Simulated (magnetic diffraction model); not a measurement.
## TiPS4 below its ordering temperature

Space group Cmcm (no. 63), a = 6.4440 Å, b = 9.5990 Å, c = 7.9520 Å.

| site | atom | x | y | z |
| --- | --- | --- | --- | --- |
| 4a | Ti | 0 | 0 | 1/2 |
| 8f | S | 1/2 | 0.7455 | 0.4494 |
| 8g | S | 0.2590 | 0.9630 | 1/4 |
| 4c | P | 1/2 | 0.1474 | 3/4 |

The compound is invented for this exercise: a known structure type with other elements, its cell scaled to their sizes and not relaxed.

Only Ti is taken to order (form factors of Ti3+); orders and moment sizes are assumed, and not adapted to the symmetry. Radiation: neutrons of λ = 2.567 Å, 1.5° to 70°; isotropic B of 0.28 Å² (Ti), 0.39 Å² (S) and 0.36 Å² (P). The intensities are simulated: I ∝ L Σ (|F_N|² + |F_M⊥|²) for unpolarised neutrons, with F_M = 2.695 fm/μB × Σ f(s) S exp(2πi Q·r) exp(−B s²) at Q = H ± k (one set where k and −k are equivalent), only the part normal to Q counting and L = 1/(sin²θ cos θ). For a modulated order the moment at position r is S exp(−2πi k·r) + c.c., with S = m/2 for a sine wave of amplitude m and S = m(u + iv)/2 for moments turning in a plane, u and v being orthogonal unit vectors in it; the phase factor of the sum at Q = H + k is then exp(2πi H·r). Form factors are spin-only for 3d ions and dipole or tabulated for f ions, scattering lengths are Sears's of 1992, and absorption is left out. A label names one of the reflections at its angle. The strongest nuclear line in the range is 100, and lines under 0.2 are left out.

Above the ordering temperature:

```csv
2θ (°),index,I
27.76,(1 1 0),67.4
31.02,(0 2 0),18.3
33.61,(1 1 1),74.7
36.40,(0 2 1),49.5
37.67,(0 0 2),40.0
46.95,(2 0 0),0.8
49.57,(0 2 2),71.3
57.34,(2 2 0),100.0
60.82,(2 2 1),3.9
61.69,(2 0 2),1.0
64.67,(0 4 0),0.3
67.02,(1 3 2),45.6
67.17,(0 2 3),19.3
67.93,(0 4 1),1.3
```

Below it (cell unchanged):

```tsv
2θ (°)	I
3.70	62.5
27.76	67.4
28.02	1.1
31.02	18.3
31.25	1.4
33.61	74.7
33.78	0.6
36.40	49.5
37.67	40.0
41.60	0.3
44.27	0.8
46.52	0.5
46.95	0.8
49.57	71.3
50.75	0.6
52.79	0.3
53.36	0.5
57.34	100.0
60.82	3.9
61.69	1.0
64.53	0.3
64.67	0.3
67.02	45.6
67.17	19.3
67.93	1.3
69.72	0.2
```

**Question.** Find the propagation vector, then choose among these models:
A. moments turning in the plane of [100] and [010], 0.92 μB on Ti; signs + at (0, 0, 1/2), + at (0, 0, 0)
B. a sine wave with moments along [100] (amplitudes given), 0.92 μB on Ti; signs + at (0, 0, 1/2), + at (0, 0, 0)
C. moments turning in the plane of [001] and [100], 0.92 μB on Ti; signs + at (0, 0, 1/2), + at (0, 0, 0)
D. moments turning in the plane of [010] and [001], 0.92 μB on Ti; signs + at (0, 0, 1/2), + at (0, 0, 0)

The new lines index as (0 0 1/5) at 3.70°, (1 1 1/5) at 28.02°, (0 2 1/5) at 31.25° and (0 0 9/5) at 33.78°, that is as H ± k with k = (0 0 1/5). Satellites come in pairs about each point of the reciprocal lattice.

Magnetic intensity, observed (below minus above) and for each model:

| 2θ (°) | index | observed | A | B | C | D |
| --- | --- | --- | --- | --- | --- | --- |
| 3.70 | (0 0 1/5) | 62.5 | 125.1 | 62.5 | 62.5 | 62.5 |
| 28.02 | (1 1 1/5) | 1.1 | 3.6 | 1.1 | 4.7 | 6.0 |
| 31.25 | (0 2 1/5) | 1.4 | 1.4 | 1.4 | 2.7 | 1.4 |
| 44.27 | (1 1 9/5) | 0.8 | 1.7 | 0.8 | 1.2 | 1.4 |
| 47.11 | (2 0 1/5) | <0.2 | 0.5 | <0.2 | 0.5 | 0.9 |
| 50.75 | (1 1 11/5) | 0.6 | 1.2 | 0.6 | 0.8 | 0.9 |
| 53.36 | (1 3 1/5) | 0.5 | 0.6 | 0.5 | 1.1 | 0.8 |
| 57.49 | (2 2 1/5) | <0.2 | 0.5 | <0.2 | 0.7 | 0.8 |

Model B matches.

The structure used: k = (0 0 1/5), a sine wave with moments along [100] (amplitudes given), 0.92 μB on Ti; signs + at (0, 0, 1/2), + at (0, 0, 0).

[Logs are printed without paths, hosts, clocks, repeated set-up lines and the standing remarks that a program may print on its own settings, such as how far it seeks lower states.]
